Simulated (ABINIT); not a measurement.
## CdS (Hawleyite): a self-consistent loop beyond G0W0, cycle by cycle

How far does self-consistency move the gap of CdS (Hawleyite)?

Method: PBE and many-body steps on it, plane waves, in ABINIT 10.8.3.

**The experiments to reproduce.**

- Gap 2.42 eV: optical gap from inflexion point of photoacoustic spectrum, as-grown film; photoacoustic spectroscopy; film (as-grown chemical bath deposited film, about 0.25 um thick, deposited at 80 C) (“Study of the band--gap shift in CdS films: Influence of thermal annealing in different atmospheres”, 1995, arxiv:cond-mat/9501125).

Report form: the programs' logs are mostly left out.

## 1. Set-up

Symmetry: F-43m, No. 216, cubic system. Conventional cell: a = 5.916 Å, b = 5.916 Å, c = 5.916 Å, α = 90.00°, β = 90.00°, γ = 90.00°. Cd has 4 S at 2.56 Å nearest. S has 4 Cd at 2.56 Å nearest. Farther neighbours and most contacts between anions are not listed.

 The runs that relaxed it are not among those shown.

## 2. Empty states on the mesh, 4×4×4 mesh, 105 bands

This step: ABINIT 10.8.3; DFT, PBE, plane waves, norm-conserving pseudopotentials.

The sums over transitions need many empty states on a uniform mesh; this step solves for them.

File run.abi:

```
acell 3*1.0 Angstrom
rprim 
  -0.000000000000 2.958200000000 2.958200000000
  2.958200000000 -0.000000000000 2.958200000000
  2.958200000000 2.958200000000 -0.000000000000
ntypat 2
znucl 48 16
natom 2
typat 1 2
xred 
  0.000000000000 0.000000000000 0.000000000000
  0.250000000000 0.250000000000 0.250000000000
pp_dirpath "pseudos"
pseudos "Cd.upf, S.upf"
ecut 47
ngkpt 4 4 4
nshiftk 1
shiftk 0 0 0
kptopt 1
chksymbreak 0
iscf -2
irdden 1
istwfk *1
nband 105
nbdbuf 8
tolwfr 1e-09
nstep 60
prtvol 0
indata_prefix "in"
outdata_prefix "out"
tmpdata_prefix "tmp"
```

Run with:

```
$ OMP_NUM_THREADS=1 mpirun -n 4 abinit run.abi > log
```

The job ended after 46 s (4 MPI ranks of Intel Xeon Platinum 8375C at 2.90GHz (Ice Lake), shared host; peak memory 0.4 GiB).

This step gave:

| Item | Value |
| --- | --- |
| gap | 1.051 eV |
| k of the valence top | 0, 0, 0 |
| k of the conduction bottom | 0, 0, 0 |
| least direct gap | 1.051 eV |
| k points computed | 8 |
| lowest point of the top converged band, above the valence top | 71.3431 eV |

On this mesh the gap is 1.051 eV.

The density comes from a self-consistent run that is not shown.

## 3. Screening, 4×4×4 mesh, 97 bands, screening to 136.1 eV

The RPA dielectric matrix is built and inverted for each q.

This step: RPA screening on PBE, plane waves, norm-conserving pseudopotentials.

run.abi, as its differences from that of step 2:

```diff
@@ -20,10 +20,11 @@
 chksymbreak 0
-iscf -2
-irdden 1
 istwfk *1
-nband 105
-nbdbuf 8
-tolwfr 1e-09
-nstep 60
-prtvol 0
+occopt 1
+irdwfk 1
+optdriver 3
+nband 97
+ecuteps 5
+inclvkb 2
+awtr 1
+symchi 1
 indata_prefix "in"
```

Elapsed: 34 s, on 4 MPI ranks; peak memory 1.1 GiB; 2.3 min of CPU time.

Numbers from this step:

- ε∞ with local fields, on this mesh, along the program's q direction: 12.13
- the same without local fields: 12.85
- plasma frequency: 26.31 eV
- plane waves in the screening matrix: 169

Local fields lower ε∞ by 6 %. On a Γ-centred mesh this coarse the value itself is usually too large, while a short band sum pulls it down.

## 4. G0W0

The self-energy is evaluated for the states that the input lists, and the levels follow from it, in one-shot runs by the linearised quasiparticle equation.

This step: G0W0 on PBE, plane waves, norm-conserving pseudopotentials.

run.abi, as its differences from that of step 3:

```diff
@@ -23,8 +23,15 @@
 irdwfk 1
-optdriver 3
+optdriver 4
 nband 97
+gwcalctyp 0
+ecutsigx 47
+symsigma 1
+nkptgw 1
+kptgw 
+  0.0000000000 0.0000000000 0.0000000000
+bdgw 
+  11 17
 ecuteps 5
-inclvkb 2
-awtr 1
-symchi 1
+irdscr 1
+ppmodel 1
 indata_prefix "in"
```

It took 7.3 s on 4 MPI ranks; peak memory 0.84 GiB.

This step gave:

```
G0W0 gap on the points computed              : 1.935 eV
starting gap on the mesh                     : 1.051 eV
k of the valence top                         : 0, 0, 0
k of the conduction bottom                   : 0, 0, 0
Z at the valence top                         : 0.778
Z at the conduction bottom                   : 0.81
least direct G0W0 gap on the computed points : 1.935 eV
```

The gap on the mesh goes from 1.05 eV to 1.94 eV, a correction of +0.88 eV.

## 5. QSGW, cycle 1

This step: QSGW on PBE, plane waves, norm-conserving pseudopotentials.

run.abi, as its differences from that of step 4:

```diff
@@ -25,10 +25,24 @@
 nband 97
-gwcalctyp 0
+gwcalctyp 28
 ecutsigx 47
-symsigma 1
-nkptgw 1
+symsigma 0
+nkptgw 8
 kptgw 
   0.0000000000 0.0000000000 0.0000000000
+  0.2500000000 0.0000000000 0.0000000000
+  0.5000000000 0.0000000000 0.0000000000
+  0.2500000000 0.2500000000 0.0000000000
+  0.5000000000 0.2500000000 0.0000000000
+  -0.2500000000 0.2500000000 0.0000000000
+  0.5000000000 0.5000000000 0.0000000000
+  -0.2500000000 0.5000000000 0.2500000000
 bdgw 
-  11 17
+  6 23
+  6 23
+  6 23
+  6 23
+  6 23
+  6 23
+  6 23
+  6 23
 ecuteps 5
@@ -36,2 +50,3 @@
 ppmodel 1
+rhoqpmix 0.3
 indata_prefix "in"
```

It took 4.3 min on 4 MPI ranks; peak memory 2 GiB; 17 min of CPU time.

This step gave:

```yaml
quasiparticle_gap_on_the_mesh: 2.131 eV
gap_of_the_density_functional_on_the_mesh: 1.051 eV
k_of_the_valence_top: 0, 0, 0
k_of_the_conduction_bottom: 0, 0, 0
z_at_the_valence_top: 1
z_at_the_conduction_bottom: 1
least_direct_quasiparticle_gap_on_the_computed_points: 2.131 eV
```

Against G0W0 in ABINIT (4×4×4 mesh, 97 bands, screening to 136.1 eV, Godby-Needs plasmon pole), the gap moves by +0.196 eV.

## 6. Screening, 4×4×4 mesh, 97 bands, screening to 136.1 eV

This step: RPA screening on PBE, plane waves, norm-conserving pseudopotentials.

File run.abi:

```
acell 3*1.0 Angstrom
rprim 
  -0.000000000000 2.958200000000 2.958200000000
  2.958200000000 -0.000000000000 2.958200000000
  2.958200000000 2.958200000000 -0.000000000000
ntypat 2
znucl 48 16
natom 2
typat 1 2
xred 
  0.000000000000 0.000000000000 0.000000000000
  0.250000000000 0.250000000000 0.250000000000
pp_dirpath "pseudos"
pseudos "Cd.upf, S.upf"
ecut 47
ngkpt 4 4 4
nshiftk 1
shiftk 0 0 0
kptopt 1
chksymbreak 0
istwfk *1
occopt 1
irdwfk 1
optdriver 3
nband 97
ecuteps 5
inclvkb 2
awtr 1
symchi 1
gwcalctyp 28
mbpt_sciss 1.279 eV
nqptdm 1
qptdm 
  0 0 0
indata_prefix "in"
outdata_prefix "out"
tmpdata_prefix "tmp"
```

Elapsed: 15 s, on 4 MPI ranks; peak memory 1 GiB; 57 s of CPU time.

This step gave:

| Property | Result |
| --- | --- |
| ε∞ with local fields, on this mesh, along the program's q direction | 7.792 |
| the same without local fields | 8.318 |
| plasma frequency | 26.31 eV |
| plane waves in the screening matrix | 169 |

This screening uses the functional's bands under a rigid shift, the mean opening of the cycle before.

## 7. Screening, 4×4×4 mesh, 97 bands, screening to 136.1 eV

This step: RPA screening on PBE from quasiparticle energies and orbitals, plane waves, norm-conserving pseudopotentials.

run.abi, as its differences from that of step 6:

```diff
@@ -29,7 +29,13 @@
 symchi 1
+irdqps 1
 gwcalctyp 28
-mbpt_sciss 1.279 eV
-nqptdm 1
+nqptdm 7
 qptdm 
-  0 0 0
+  0.2500000000 0.0000000000 0.0000000000
+  0.5000000000 0.0000000000 0.0000000000
+  0.2500000000 0.2500000000 0.0000000000
+  0.5000000000 0.2500000000 0.0000000000
+  -0.2500000000 0.2500000000 0.0000000000
+  0.5000000000 0.5000000000 0.0000000000
+  -0.2500000000 0.5000000000 0.2500000000
 indata_prefix "in"
```

File mrgscr.stdin:

```
2
merged
q0_SCR
out_SCR
1
```

Run with:

```
$ OMP_NUM_THREADS=1 mpirun -n 4 abinit run.abi > log; mrgscr < mrgscr.stdin
```

Wall time 42 s (4 MPI ranks); peak memory 0.98 GiB.

Numbers from this step:

- plasma frequency: 26.31 eV
- plane waves in the screening matrix: 169

This screening reads the quasiparticle levels of the cycle before.

## 8. QSGW, cycle 2

The corrected levels of the last cycle go back in.

This step: QSGW on PBE, plane waves, norm-conserving pseudopotentials.

run.abi, as its differences from that of step 7:

```diff
@@ -23,12 +23,10 @@
 irdwfk 1
-optdriver 3
+optdriver 4
 nband 97
-ecuteps 5
-inclvkb 2
-awtr 1
-symchi 1
-irdqps 1
 gwcalctyp 28
-nqptdm 7
-qptdm 
+ecutsigx 47
+symsigma 0
+nkptgw 8
+kptgw 
+  0.0000000000 0.0000000000 0.0000000000
   0.2500000000 0.0000000000 0.0000000000
@@ -40,2 +38,16 @@
   -0.2500000000 0.5000000000 0.2500000000
+bdgw 
+  6 23
+  6 23
+  6 23
+  6 23
+  6 23
+  6 23
+  6 23
+  6 23
+ecuteps 5
+irdscr 1
+ppmodel 1
+irdqps 1
+rhoqpmix 0.3
 indata_prefix "in"
```

Run with:

```
$ OMP_NUM_THREADS=1 mpirun -n 4 abinit run.abi > log
```

Run time: 4.3 min. Hardware: 4 MPI ranks; peak memory 2 GiB.

This step gave:

| Item | Value |
| --- | --- |
| quasiparticle gap on the mesh | 2.369 eV |
| gap of the density functional on the mesh | 1.051 eV |
| k of the valence top | 0, 0, 0 |
| k of the conduction bottom | 0, 0, 0 |
| least direct quasiparticle gap on the computed points | 2.369 eV |

Against the cycle before, the gap moves by +0.238 eV.

## 9. Screening, 4×4×4 mesh, 97 bands, screening to 136.1 eV

This step: RPA screening on PBE, plane waves, norm-conserving pseudopotentials.

File run.abi:

```
acell 3*1.0 Angstrom
rprim 
  -0.000000000000 2.958200000000 2.958200000000
  2.958200000000 -0.000000000000 2.958200000000
  2.958200000000 2.958200000000 -0.000000000000
ntypat 2
znucl 48 16
natom 2
typat 1 2
xred 
  0.000000000000 0.000000000000 0.000000000000
  0.250000000000 0.250000000000 0.250000000000
pp_dirpath "pseudos"
pseudos "Cd.upf, S.upf"
ecut 47
ngkpt 4 4 4
nshiftk 1
shiftk 0 0 0
kptopt 1
chksymbreak 0
istwfk *1
occopt 1
irdwfk 1
optdriver 3
nband 97
ecuteps 5
inclvkb 2
awtr 1
symchi 1
gwcalctyp 28
mbpt_sciss 1.525 eV
nqptdm 1
qptdm 
  0 0 0
indata_prefix "in"
outdata_prefix "out"
tmpdata_prefix "tmp"
```

Run time: 9.4 s. Hardware: 4 MPI ranks; peak memory 1 GiB.

This step gave:

| Quantity | Value |
| --- | --- |
| ε∞ with local fields, on this mesh, along the program's q direction | 7.386 |
| the same without local fields | 7.889 |
| plasma frequency | 26.31 eV |
| plane waves in the screening matrix | 169 |

This screening uses the functional's bands under a rigid shift, the mean opening of the cycle before.

## 10. Screening, 4×4×4 mesh, 97 bands, screening to 136.1 eV

This step: RPA screening on PBE from quasiparticle energies and orbitals, plane waves, norm-conserving pseudopotentials.

run.abi, as its differences from that of step 9:

```diff
@@ -29,7 +29,13 @@
 symchi 1
+irdqps 1
 gwcalctyp 28
-mbpt_sciss 1.525 eV
-nqptdm 1
+nqptdm 7
 qptdm 
-  0 0 0
+  0.2500000000 0.0000000000 0.0000000000
+  0.5000000000 0.0000000000 0.0000000000
+  0.2500000000 0.2500000000 0.0000000000
+  0.5000000000 0.2500000000 0.0000000000
+  -0.2500000000 0.2500000000 0.0000000000
+  0.5000000000 0.5000000000 0.0000000000
+  -0.2500000000 0.5000000000 0.2500000000
 indata_prefix "in"
```

mrgscr.stdin is that of step 7.

Run with:

```
$ OMP_NUM_THREADS=1 mpirun -n 4 abinit run.abi > log; mrgscr < mrgscr.stdin
```

The job ended after 25 s (4 MPI ranks; peak memory 0.98 GiB; 98 s of CPU time).

Numbers from this step:

| Property | Result |
| --- | --- |
| plasma frequency | 26.31 eV |
| plane waves in the screening matrix | 169 |

This screening reads the quasiparticle levels of the cycle before.

## 11. QSGW, cycle 3

This step: QSGW on PBE, plane waves, norm-conserving pseudopotentials.

run.abi, as its differences from that of step 10:

```diff
@@ -23,12 +23,10 @@
 irdwfk 1
-optdriver 3
+optdriver 4
 nband 97
-ecuteps 5
-inclvkb 2
-awtr 1
-symchi 1
-irdqps 1
 gwcalctyp 28
-nqptdm 7
-qptdm 
+ecutsigx 47
+symsigma 0
+nkptgw 8
+kptgw 
+  0.0000000000 0.0000000000 0.0000000000
   0.2500000000 0.0000000000 0.0000000000
@@ -40,2 +38,16 @@
   -0.2500000000 0.5000000000 0.2500000000
+bdgw 
+  6 23
+  6 23
+  6 23
+  6 23
+  6 23
+  6 23
+  6 23
+  6 23
+ecuteps 5
+irdscr 1
+ppmodel 1
+irdqps 1
+rhoqpmix 0.3
 indata_prefix "in"
```

Run with:

```
$ OMP_NUM_THREADS=1 mpirun -n 4 abinit run.abi > log
```

It took 4.3 min on 4 MPI ranks; peak memory 2 GiB.

This step gave:

```yaml
quasiparticle_gap_on_the_mesh: 2.446 eV
gap_of_the_density_functional_on_the_mesh: 1.051 eV
k_of_the_valence_top: 0, 0, 0
k_of_the_conduction_bottom: 0, 0, 0
least_direct_quasiparticle_gap_on_the_computed_points: 2.446 eV
```

Against the cycle before, the gap moves by +0.077 eV.

## 12. Screening, 4×4×4 mesh, 97 bands, screening to 136.1 eV

This step: RPA screening on PBE, plane waves, norm-conserving pseudopotentials.

File run.abi:

```
acell 3*1.0 Angstrom
rprim 
  -0.000000000000 2.958200000000 2.958200000000
  2.958200000000 -0.000000000000 2.958200000000
  2.958200000000 2.958200000000 -0.000000000000
ntypat 2
znucl 48 16
natom 2
typat 1 2
xred 
  0.000000000000 0.000000000000 0.000000000000
  0.250000000000 0.250000000000 0.250000000000
pp_dirpath "pseudos"
pseudos "Cd.upf, S.upf"
ecut 47
ngkpt 4 4 4
nshiftk 1
shiftk 0 0 0
kptopt 1
chksymbreak 0
istwfk *1
occopt 1
irdwfk 1
optdriver 3
nband 97
ecuteps 5
inclvkb 2
awtr 1
symchi 1
gwcalctyp 28
mbpt_sciss 1.596 eV
nqptdm 1
qptdm 
  0 0 0
indata_prefix "in"
outdata_prefix "out"
tmpdata_prefix "tmp"
```

The job ended after 8.4 s (4 MPI ranks; peak memory 0.83 GiB).

Numbers from this step:

- ε∞ with local fields, on this mesh, along the program's q direction: 7.281
- the same without local fields: 7.777
- plasma frequency: 26.31 eV
- plane waves in the screening matrix: 169

This screening uses the functional's bands under a rigid shift, the mean opening of the cycle before.

## 13. Screening, 4×4×4 mesh, 97 bands, screening to 136.1 eV

This step: RPA screening on PBE from quasiparticle energies and orbitals, plane waves, norm-conserving pseudopotentials.

run.abi, as its differences from that of step 12:

```diff
@@ -29,7 +29,13 @@
 symchi 1
+irdqps 1
 gwcalctyp 28
-mbpt_sciss 1.596 eV
-nqptdm 1
+nqptdm 7
 qptdm 
-  0 0 0
+  0.2500000000 0.0000000000 0.0000000000
+  0.5000000000 0.0000000000 0.0000000000
+  0.2500000000 0.2500000000 0.0000000000
+  0.5000000000 0.2500000000 0.0000000000
+  -0.2500000000 0.2500000000 0.0000000000
+  0.5000000000 0.5000000000 0.0000000000
+  -0.2500000000 0.5000000000 0.2500000000
 indata_prefix "in"
```

mrgscr.stdin is that of step 10.

Run with:

```
$ OMP_NUM_THREADS=1 mpirun -n 4 abinit run.abi > log; mrgscr < mrgscr.stdin
```

Run time: 24 s. Hardware: 4 MPI ranks; peak memory 0.98 GiB.

This step gave:

```
plasma frequency                    : 26.31 eV
plane waves in the screening matrix : 169
```

This screening reads the quasiparticle levels of the cycle before.

(Part 1 of 2 ends here.)

[Paths, hosts, dates, memory and timing lines, banners, echoed tables and standing remarks are left out of the program output.]

[Logs are printed without paths, hosts, clocks, repeated set-up lines and the standing remarks that a program may print on its own settings, such as how far it seeks lower states.]

[Runs of the session that timed out or met a known fault of the program may be left out.]

[Hosts, paths, dates, database ids (printed as entryN), source tags and the programs' standing remarks are cut or masked in the printed files.]

[G0W0 gaps are taken among the corrected bands and points alone; a level outside them can change the order at an edge.]

[Where Ansatz stands beside ABINIT at settings called matched, ABINIT's density can come from a denser mesh and the files from another edition; pairs whose starting gaps differed by over 0.03 eV were left out, so agreement reads better than it is.]
